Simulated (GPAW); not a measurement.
# STM contrast on a 8-layer slab of Ta(100)

Wanted: filled- and empty-state images of a 8-layer slab of Ta(100), with its work function.

Main program and level: GPAW 26.7.0; GPAW, PAW setups; slab in vacuum, relaxation, in the first sound run; inputs show where later runs differ.

## (1) Starting point

The cell holds 8 atoms: 8 Ta. Cell: a = 3.310 Å, b = 3.310 Å, c = 25.585 Å, α = 90.0°, β = 90.0°, γ = 90.0°. Vacuum lies along c.

Coordinates:

```cif
data_structure
_symmetry_space_group_name_H-M 'P 1'
_symmetry_Int_Tables_number 1
_cell_length_a 3.3100
_cell_length_b 3.3100
_cell_length_c 25.5850
_cell_angle_alpha 90.000
_cell_angle_beta 90.000
_cell_angle_gamma 90.000
_cell_volume 280.31
loop_
_atom_site_label
_atom_site_type_symbol
_atom_site_fract_x
_atom_site_fract_y
_atom_site_fract_z
_atom_site_occupancy
Ta1 Ta 0.50000 0.50000 0.27360 1
Ta2 Ta 0.00000 0.00000 0.33828 1
Ta3 Ta 0.50000 0.50000 0.40297 1
Ta4 Ta 0.00000 0.00000 0.46766 1
Ta5 Ta 0.50000 0.50000 0.53234 1
Ta6 Ta 0.00000 0.00000 0.59703 1
Ta7 Ta 0.50000 0.50000 0.66172 1
Ta8 Ta 0.00000 0.00000 0.72640 1
```

## (2) Relaxation

Forces are removed first; all later runs use this geometry. The lowest 4 atoms are held at bulk positions and keep their forces.

File run.py:

```python
import json
import numpy as np
from ase import Atoms
from ase.constraints import FixAtoms
from ase.optimize import BFGS
from gpaw import GPAW, PW

slab = Atoms(
    ['Ta', 'Ta', 'Ta', 'Ta', 'Ta', 'Ta', 'Ta', 'Ta'],
    positions=[
        [1.65500, 1.65500, 7.00000],
        [0.00000, 0.00000, 8.65500],
        [1.65500, 1.65500, 10.31000],
        [0.00000, 0.00000, 11.96500],
        [1.65500, 1.65500, 13.62000],
        [0.00000, 0.00000, 15.27500],
        [1.65500, 1.65500, 16.93000],
        [0.00000, 0.00000, 18.58500]],
    cell=[[3.31, 0.0, 0.0], [0.0, 3.31, 0.0], [0.0, 0.0, 25.585]],
    pbc=[True, True, False])

slab.calc = GPAW(mode=PW(400), xc='PBE', kpts={'size': (10, 10, 1), 'gamma': True},
                 occupations={'name': 'fermi-dirac', 'width': 0.1}, nbands='160%',
                 convergence={'density': 1e-05}, maxiter=200,
                 poissonsolver={'dipolelayer': 'xy'},
                 symmetry={'tolerance': 1e-3, 'extra_ids': [1, 1, 1, 1, 0, 0, 0, 0]}, txt='slab.txt')
result = {}
slab.set_constraint(FixAtoms([0, 1, 2, 3]))
path = []
opt = BFGS(slab, maxstep=0.2)
opt.attach(lambda: path.append((slab.get_potential_energy(), slab.positions.tolist(), slab.get_forces().tolist())))
result['relaxed'] = bool(opt.run(fmax=0.03, steps=40))
result['path'] = path
energy = slab.get_potential_energy()
fermi = slab.calc.get_fermi_level()
v = slab.calc.get_electrostatic_potential().mean((0, 1)) - fermi
n = slab.calc.get_pseudo_density().mean((0, 1))
L = slab.cell[2, 2]
z = np.arange(len(v)) * L / len(v)
low, high = slab.positions[:, 2].min(), slab.positions[:, 2].max()
below, above = np.interp([low - 4.8, high + 4.8], z, v)
slopes = [np.interp(x, z, np.gradient(v, z)) for x in (low - 4.8, high + 4.8)]
eps = np.array([[slab.calc.get_eigenvalues(k, s) for k in range(len(slab.calc.get_ibz_k_points()))]
                for s in range(slab.calc.get_number_of_spins())]) - fermi
top, bottom = eps[eps < 0].max(), eps[eps > 0].min()
dipole = slab.get_dipole_moment()[2]
print(f'energy {energy:.4f} eV, Fermi level {fermi:.4f} eV, dipole {dipole:.5f} e A')
print(f'potential 4.8 A off the faces, from the Fermi level: lower {below:.4f} eV, upper {above:.4f} eV')
print(f'slope of the potential there: lower {slopes[0]:.5f}, upper {slopes[1]:.5f} eV/A')
print(f'nearest levels on the mesh: {top:.4f} and {bottom:.4f} eV')
print('magnetic moment', round(slab.get_magnetic_moment(), 3))
result.update(energy=energy, fermi=fermi, dipole=dipole, below=below, above=above, slopes=slopes, edges=[top, bottom],
              z=z.tolist(), v=v.tolist(), n=n.tolist(), positions=slab.positions.tolist(),
              forces=slab.get_forces(apply_constraint=False).tolist(), moments=slab.get_magnetic_moments().tolist())
json.dump(result, open('result.json', 'w'))
```

Command:

```console
OMP_NUM_THREADS=1 OPENBLAS_NUM_THREADS=1 python run.py
```

The program printed:

```text
Step          Energy          fmax
BFGS:    0      -75.326776        1.237801
BFGS:    1      -75.368847        1.069058
BFGS:    2      -75.451571        0.472814
BFGS:    3      -75.456912        0.237407
BFGS:    4      -75.458903        0.178011
BFGS:    5      -75.462724        0.063793
BFGS:    6      -75.462887        0.056901
BFGS:    7      -75.463105        0.043032
BFGS:    8      -75.463200        0.031803
BFGS:    9      -75.463256        0.034921
BFGS:   10      -75.463315        0.043680
BFGS:   11      -75.463429        0.051035
BFGS:   12      -75.463606        0.042738
BFGS:   13      -75.463756        0.024109
energy -75.3275 eV, Fermi level 4.4178 eV, dipole 0.01068 e A
potential 4.8 A off the faces, from the Fermi level: lower 3.9902 eV, upper 3.8100 eV
slope of the potential there: lower -0.00362, upper 0.00342 eV/A
nearest levels on the mesh: -0.0159 and 0.0054 eV
magnetic moment 0.0
```

It took 63 min on 1 thread of Arm Neoverse V1, shared host; peak memory 0.37 GiB.

Relaxation path:

| step | energy less that of the first step (eV) | largest force (eV/Å) |
| --- | --- | --- |
| 1 | 0.0000 | 1.2378 |
| 2 | -0.0434 | 1.0691 |
| 3 | -0.1319 | 0.4728 |
| 4 | -0.1366 | 0.2374 |
| 5 | -0.1386 | 0.1780 |
| 6 | -0.1426 | 0.0638 |
| 7 | -0.1428 | 0.0569 |
| 8 | -0.1431 | 0.0430 |
| 9 | -0.1431 | 0.0318 |
| 10 | -0.1432 | 0.0349 |
| 11 | -0.1432 | 0.0437 |
| 12 | -0.1434 | 0.0510 |
| 13 | -0.1436 | 0.0427 |
| 14 | -0.1439 | 0.0241 |

The atoms that moved most (Å):

| atom | dx | dy | dz | length |
| --- | --- | --- | --- | --- |
| Ta8 | 0.000 | 0.000 | -0.137 | 0.137 |
| Ta7 | 0.000 | 0.000 | 0.052 | 0.052 |
| Ta6 | 0.000 | 0.000 | 0.039 | 0.039 |
| Ta5 | 0.000 | 0.000 | -0.009 | 0.009 |

Final coordinates:

```cif
data_structure
_symmetry_space_group_name_H-M 'P 1'
_symmetry_Int_Tables_number 1
_cell_length_a 3.3100
_cell_length_b 3.3100
_cell_length_c 25.5850
_cell_angle_alpha 90.000
_cell_angle_beta 90.000
_cell_angle_gamma 90.000
_cell_volume 280.31
loop_
_atom_site_label
_atom_site_type_symbol
_atom_site_fract_x
_atom_site_fract_y
_atom_site_fract_z
_atom_site_occupancy
Ta1 Ta 0.50000 0.50000 0.27360 1
Ta2 Ta 0.00000 0.00000 0.33828 1
Ta3 Ta 0.50000 0.50000 0.40297 1
Ta4 Ta 0.00000 0.00000 0.46766 1
Ta5 Ta 0.50000 0.50000 0.53198 1
Ta6 Ta 0.00000 0.00000 0.59857 1
Ta7 Ta 0.50000 0.50000 0.66375 1
Ta8 Ta 0.00000 0.00000 0.72105 1
```

This step gave:

```yaml
dipole_along_the_normal: 0.01068 e·Å
levels_nearest_the_fermi_level_on_the_mesh: -0.01586, 0.005387 eV from the Fermi level
upper_work_function: 3.810 eV
lower_work_function: 3.990 eV
```

The electrostatic potential energy of an electron (without an applied field's), less the Fermi level, planar mean oscillates, so the rows of the table below give means over windows of 1.65 Å about each position, cut where the curve ends. Its maxima inside the range that stand out by 2 % of the span (Å: eV): 7.9: -6.96, 9.5: -6.86, 11.1: -6.86, 12.8: -6.85, 14.5: -6.19, 16.2: -6.78, 17.7: -9.82. Its minima: 7.0: -17.6, 8.6: -17.2, 10.3: -17.1, 11.9: -17.0, 13.6: -17.0, 15.4: -17.2, 17.0: -17.3, 18.4: -17.8.

Table of electrostatic potential energy of an electron (without an applied field's), less the Fermi level, planar mean by z; means over each step:

| z (Å) | electrostatic potential energy of an electron (without an applied field's), less the Fermi level, planar mean (eV) |
| --- | --- |
| 0.82 | 3.98 |
| 2.47 | 3.99 |
| 4.12 | 3.83 |
| 5.77 | -0.701 |
| 7.42 | -12.0 |
| 9.07 | -11.8 |
| 10.72 | -11.8 |
| 12.37 | -11.7 |
| 14.02 | -11.4 |
| 15.67 | -11.7 |
| 17.32 | -13.4 |
| 18.97 | -8.51 |
| 20.62 | 3.18 |
| 22.27 | 3.79 |
| 23.92 | 3.81 |

Pseudo valence density, planar mean against z:

z (Å), pseudo valence density, planar mean (e/Å³) and a bar:
```
      2.5       0.00 
      3.0       0.00 
      3.5       0.00 
      4.0       0.00 
      4.5       0.01 
      5.0       0.02 
      5.5       0.04 #
      6.0       0.12 ###
      6.5       0.48 #############
      7.0       1.07 #############################
      7.5       0.57 ################
      8.0       0.48 #############
      8.5       1.02 ############################
      9.0       0.77 #####################
      9.5       0.42 ############
     10.0       0.82 ######################
     10.5       0.98 ##########################
     11.0       0.45 ############
     11.5       0.61 #################
     12.0       1.08 #############################
     12.5       0.55 ###############
     13.0       0.48 #############
     13.5       1.04 ############################
     14.0       0.70 ###################
     14.5       0.39 ##########
     15.0       0.80 ######################
     15.5       0.96 ##########################
     16.0       0.43 ############
     16.5       0.61 #################
     17.0       1.10 ##############################
     17.5       0.62 #################
     18.0       0.68 ##################
     18.5       1.07 #############################
     19.0       0.42 ###########
     19.5       0.11 ###
     20.0       0.03 #
     20.5       0.01 
     21.0       0.00 
     21.5       0.00 
     22.0       0.00 
     22.5       0.00 
     23.0       0.00
```

The relaxation lowered the energy of the cell by 0.144 eV (energies extrapolated to zero smearing; the optimiser's log prints free energies). The largest force left on a free atom is 0.024 eV/Å.

## (3) Plane waves, PBE

With the geometry fixed, the planar mean of the potential gives the vacuum level on each side.

This step: GPAW, PAW setups; slab in vacuum (GPAW 26.7.0).

run.py: that of step 2 with these lines changed.

```diff
@@ -3,4 +3,3 @@
 from ase import Atoms
-from ase.constraints import FixAtoms
-from ase.optimize import BFGS
+from ase.dft.stm import STM
 from gpaw import GPAW, PW
@@ -14,6 +13,6 @@
         [0.00000, 0.00000, 11.96500],
-        [1.65500, 1.65500, 13.62000],
-        [0.00000, 0.00000, 15.27500],
-        [1.65500, 1.65500, 16.93000],
-        [0.00000, 0.00000, 18.58500]],
+        [1.65500, 1.65500, 13.61076],
+        [0.00000, -0.00000, 15.31432],
+        [1.65500, 1.65500, 16.98210],
+        [0.00000, -0.00000, 18.44806]],
     cell=[[3.31, 0.0, 0.0], [0.0, 3.31, 0.0], [0.0, 0.0, 25.585]],
@@ -25,10 +24,4 @@
                  poissonsolver={'dipolelayer': 'xy'},
-                 symmetry={'tolerance': 1e-3, 'extra_ids': [1, 1, 1, 1, 0, 0, 0, 0]}, txt='slab.txt')
+                 symmetry={'tolerance': 1e-3}, txt='slab.txt')
 result = {}
-slab.set_constraint(FixAtoms([0, 1, 2, 3]))
-path = []
-opt = BFGS(slab, maxstep=0.2)
-opt.attach(lambda: path.append((slab.get_potential_energy(), slab.positions.tolist(), slab.get_forces().tolist())))
-result['relaxed'] = bool(opt.run(fmax=0.03, steps=40))
-result['path'] = path
 energy = slab.get_potential_energy()
@@ -54,2 +47,16 @@
               forces=slab.get_forces(apply_constraint=False).tolist(), moments=slab.get_magnetic_moments().tolist())
+
+# Images need the states of the whole zone, up to time reversal
+slab.calc = slab.calc.fixed_density(symmetry={'point_group': False}, txt='states.txt', nbands='250%',
+                                    convergence={'bands': 'CBM+1.8'})
+stm = STM(slab)
+result['stm'] = []
+for bias in [-2.0, -1.0, 1.5]:
+    height = high + 3.5
+    current = stm.get_averaged_current(bias, height)
+    x, y, h = stm.scan(bias, current)
+    i, f = divmod(height / L * stm.ldos.shape[2], 1)
+    I = abs((1 - f) * stm.ldos[:, :, int(i)] + f * stm.ldos[:, :, int(i) + 1])
+    print(f'bias {bias} V: mean current at 3.5 A {current:.4e}, corrugation {np.ptp(h):.4f} A')
+    result['stm'].append(dict(bias=bias, current=current, h=(h - high).tolist(), I=I.tolist()))
 json.dump(result, open('result.json', 'w'))
```

The program printed:

```text
energy -75.3275 eV, Fermi level 4.4178 eV, dipole 0.01079 e A
potential 4.8 A off the faces, from the Fermi level: lower 3.9901 eV, upper 3.8099 eV
slope of the potential there: lower -0.00363, upper 0.00343 eV/A
nearest levels on the mesh: -0.0158 and 0.0054 eV
magnetic moment 0.0
bias -2.0 V: mean current at 3.5 A 2.9428e-04, corrugation 0.0286 A
bias -1.0 V: mean current at 3.5 A 2.6590e-04, corrugation 0.0634 A
bias 1.5 V: mean current at 3.5 A 6.6785e-04, corrugation 0.1178 A
```

Run time: 14 min. Hardware: 1 thread; peak memory 1 GiB.

This step gave:

- dipole along the normal: 0.01079 e·Å
- levels nearest the Fermi level on the mesh: -0.01581, 0.005379 eV from the Fermi level
- corrugation -2: 0.02858 Å
- corrugation -1: 0.06337 Å
- corrugation 1.5: 0.1178 Å

The electrostatic potential energy of an electron (without an applied field's), less the Fermi level, planar mean by z:

| z (Å) | electrostatic potential energy of an electron (without an applied field's), less the Fermi level, planar mean (eV) |
| --- | --- |
| 0.0 | 3.90 |
| 0.5 | 3.99 |
| 1.0 | 3.99 |
| 1.5 | 3.99 |
| 2.0 | 3.99 |
| 2.5 | 3.99 |
| 3.0 | 3.98 |
| 3.5 | 3.96 |
| 4.0 | 3.91 |
| 4.5 | 3.77 |
| 5.0 | 3.36 |
| 5.5 | 2.22 |
| 6.0 | -0.868 |
| 6.5 | -9.09 |
| 7.0 | -17.5 |
| 7.5 | -10.4 |
| 8.0 | -7.72 |
| 8.5 | -16.1 |
| 9.0 | -13.0 |
| 9.5 | -6.90 |
| 10.0 | -13.6 |
| 10.5 | -15.6 |
| 11.0 | -7.43 |
| 11.5 | -10.5 |
| 12.0 | -16.9 |
| 12.5 | -9.34 |
| 13.0 | -8.25 |
| 13.5 | -16.5 |
| 14.0 | -11.8 |
| 14.5 | -6.20 |
| 15.0 | -13.4 |
| 15.5 | -15.7 |
| 16.0 | -7.43 |
| 16.5 | -10.2 |
| 17.0 | -17.3 |
| 17.5 | -11.2 |
| 18.0 | -12.5 |
| 18.5 | -17.4 |
| 19.0 | -7.77 |
| 19.5 | -0.306 |
| 20.0 | 2.34 |
| 20.5 | 3.29 |
| 21.0 | 3.63 |
| 21.5 | 3.75 |
| 22.0 | 3.79 |
| 22.5 | 3.80 |
| 23.0 | 3.81 |
| 23.5 | 3.81 |
| 24.0 | 3.81 |
| 24.5 | 3.81 |
| 25.0 | 3.81 |

The pseudo valence density, planar mean oscillates, so the rows of the table below give means over windows of 1.71 Å about each position, cut where the curve ends. Its maxima inside the range that stand out by 2 % of the span (Å: e/Å³): 7.0: 1.09, 8.7: 1.09, 10.2: 1.10, 11.9: 1.12, 13.6: 1.11, 15.4: 1.11, 17.1: 1.12, 18.3: 1.07. Its minima: 7.9: 0.424, 9.4: 0.422, 11.1: 0.410, 12.8: 0.412, 14.5: 0.385, 16.2: 0.406, 17.7: 0.523.

The pseudo valence density, planar mean by z; means over each step:

| z (Å) | pseudo valence density, planar mean (e/Å³) |
| --- | --- |
| 0.85 | 4.1e-6 |
| 2.56 | 1.6e-4 |
| 4.28 | 0.00547 |
| 5.98 | 0.248 |
| 7.70 | 0.722 |
| 9.41 | 0.727 |
| 11.12 | 0.728 |
| 12.82 | 0.733 |
| 14.54 | 0.699 |
| 16.25 | 0.724 |
| 17.96 | 0.804 |
| 19.66 | 0.156 |
| 21.38 | 0.00337 |
| 23.09 | 9.4e-5 |

Tip height over the top atom over a1 and a2. Sample bias -2 V, constant current at the mean current 3.5 Å over the top atom.

Values in Å, 16 rows by 16 columns:
```
3.517 3.516 3.513 3.509 3.505 3.502 3.499 3.497 3.497 3.497 3.499 3.502 3.505 3.509 3.513 3.516
3.513 3.513 3.511 3.508 3.504 3.500 3.498 3.497 3.496 3.497 3.498 3.500 3.504 3.508 3.511 3.513
3.509 3.509 3.508 3.505 3.501 3.498 3.497 3.496 3.496 3.496 3.497 3.498 3.501 3.505 3.508 3.509
3.505 3.505 3.504 3.501 3.498 3.496 3.495 3.495 3.495 3.495 3.495 3.496 3.498 3.501 3.504 3.505
3.502 3.502 3.500 3.498 3.496 3.494 3.493 3.494 3.494 3.494 3.493 3.494 3.496 3.498 3.500 3.502
3.499 3.499 3.498 3.497 3.495 3.493 3.492 3.491 3.492 3.491 3.492 3.493 3.495 3.497 3.498 3.499
3.497 3.497 3.497 3.496 3.495 3.494 3.491 3.490 3.490 3.490 3.491 3.494 3.495 3.496 3.497 3.497
3.497 3.497 3.496 3.496 3.495 3.494 3.492 3.490 3.490 3.490 3.492 3.494 3.495 3.496 3.496 3.497
3.497 3.497 3.497 3.496 3.495 3.494 3.491 3.490 3.490 3.490 3.491 3.494 3.495 3.496 3.497 3.497
3.499 3.499 3.498 3.497 3.495 3.493 3.492 3.491 3.492 3.491 3.492 3.493 3.495 3.497 3.498 3.499
3.502 3.502 3.500 3.498 3.496 3.494 3.493 3.494 3.494 3.494 3.493 3.494 3.496 3.498 3.500 3.502
3.505 3.505 3.504 3.501 3.498 3.496 3.495 3.495 3.495 3.495 3.495 3.496 3.498 3.501 3.504 3.505
3.509 3.509 3.508 3.505 3.501 3.498 3.497 3.496 3.496 3.496 3.497 3.498 3.501 3.505 3.508 3.509
3.513 3.513 3.511 3.508 3.504 3.500 3.498 3.497 3.496 3.497 3.498 3.500 3.504 3.508 3.511 3.513
3.517 3.516 3.513 3.509 3.505 3.502 3.499 3.497 3.497 3.497 3.499 3.502 3.505 3.509 3.513 3.516
3.518 3.517 3.513 3.509 3.505 3.502 3.499 3.497 3.497 3.497 3.499 3.502 3.505 3.509 3.513 3.517
```
Columns: a1 from 0 to 0.938; rows upwards: a2 from 0 to 0.938.

Local density of states summed over the bias window over a1 and a2. Sample bias -2 V, constant height 3.5 Å over the top atom.

Ten even steps from '0' (2.87 × 1e-4 arbitrary) to '9' (3.07 × 1e-4 arbitrary):
```
9986543222345689
8876532222235678
6665432222234566
5554221111122455
4433211111112334
3322110000011223
2222110000011222
2222110000011222
2222110000011222
3322110000011223
4433211111112334
5554221111122455
6665432222234566
8876532222235678
9986543222345689
9986543222345689
```
Columns: a1 from 0 to 0.938; rows upwards: a2 from 0 to 0.938.

Tip height over the top atom over a1 and a2. Sample bias -1 V, constant current at the mean current 3.5 Å over the top atom.

Ten even steps from '0' (3.474 Å) to '9' (3.538 Å):
```
9987544333445789
8876543333345678
7765433222334567
5554322222223455
4443221111122344
4433211000112334
3332210000012233
3332210000012233
3332210000012233
4433211000112334
4443221111122344
5554322222223455
7765433222334567
8876543333345678
9987544333445789
9987544333445789
```
Columns: a1 from 0 to 0.938; rows upwards: a2 from 0 to 0.938.

Local density of states summed over the bias window over a1 and a2. Sample bias -1 V, constant height 3.5 Å over the top atom.

Values in units of 1e-4 arbitrary, 16 rows by 16 columns:
```
2.9 2.8 2.8 2.8 2.7 2.7 2.7 2.6 2.6 2.6 2.7 2.7 2.7 2.8 2.8 2.8
2.8 2.8 2.8 2.8 2.7 2.7 2.6 2.6 2.6 2.6 2.6 2.7 2.7 2.8 2.8 2.8
2.8 2.8 2.8 2.7 2.7 2.6 2.6 2.6 2.6 2.6 2.6 2.6 2.7 2.7 2.8 2.8
2.7 2.7 2.7 2.7 2.6 2.6 2.6 2.6 2.6 2.6 2.6 2.6 2.6 2.7 2.7 2.7
2.7 2.7 2.7 2.6 2.6 2.6 2.6 2.6 2.6 2.6 2.6 2.6 2.6 2.6 2.7 2.7
2.7 2.7 2.6 2.6 2.6 2.6 2.6 2.5 2.5 2.5 2.6 2.6 2.6 2.6 2.6 2.7
2.6 2.6 2.6 2.6 2.6 2.6 2.5 2.5 2.5 2.5 2.5 2.6 2.6 2.6 2.6 2.6
2.6 2.6 2.6 2.6 2.6 2.6 2.5 2.5 2.5 2.5 2.5 2.6 2.6 2.6 2.6 2.6
2.6 2.6 2.6 2.6 2.6 2.6 2.5 2.5 2.5 2.5 2.5 2.6 2.6 2.6 2.6 2.6
2.7 2.7 2.6 2.6 2.6 2.6 2.6 2.5 2.5 2.5 2.6 2.6 2.6 2.6 2.6 2.7
2.7 2.7 2.7 2.6 2.6 2.6 2.6 2.6 2.6 2.6 2.6 2.6 2.6 2.6 2.7 2.7
2.7 2.7 2.7 2.7 2.6 2.6 2.6 2.6 2.6 2.6 2.6 2.6 2.6 2.7 2.7 2.7
2.8 2.8 2.8 2.7 2.7 2.6 2.6 2.6 2.6 2.6 2.6 2.6 2.7 2.7 2.8 2.8
2.8 2.8 2.8 2.8 2.7 2.7 2.6 2.6 2.6 2.6 2.6 2.7 2.7 2.8 2.8 2.8
2.9 2.8 2.8 2.8 2.7 2.7 2.7 2.6 2.6 2.6 2.7 2.7 2.7 2.8 2.8 2.8
2.9 2.9 2.8 2.8 2.7 2.7 2.7 2.6 2.6 2.6 2.7 2.7 2.7 2.8 2.8 2.9
```
Columns: a1 from 0 to 0.938; rows upwards: a2 from 0 to 0.938.

[end of part 1 of 2]

[Logs are printed without paths, hosts, clocks, repeated set-up lines and the standing remarks that a program may print on its own settings, such as how far it seeks lower states.]

[Hosts, paths, dates, database ids (printed as entryN), source tags and the programs' standing remarks are cut or masked in the printed files.]
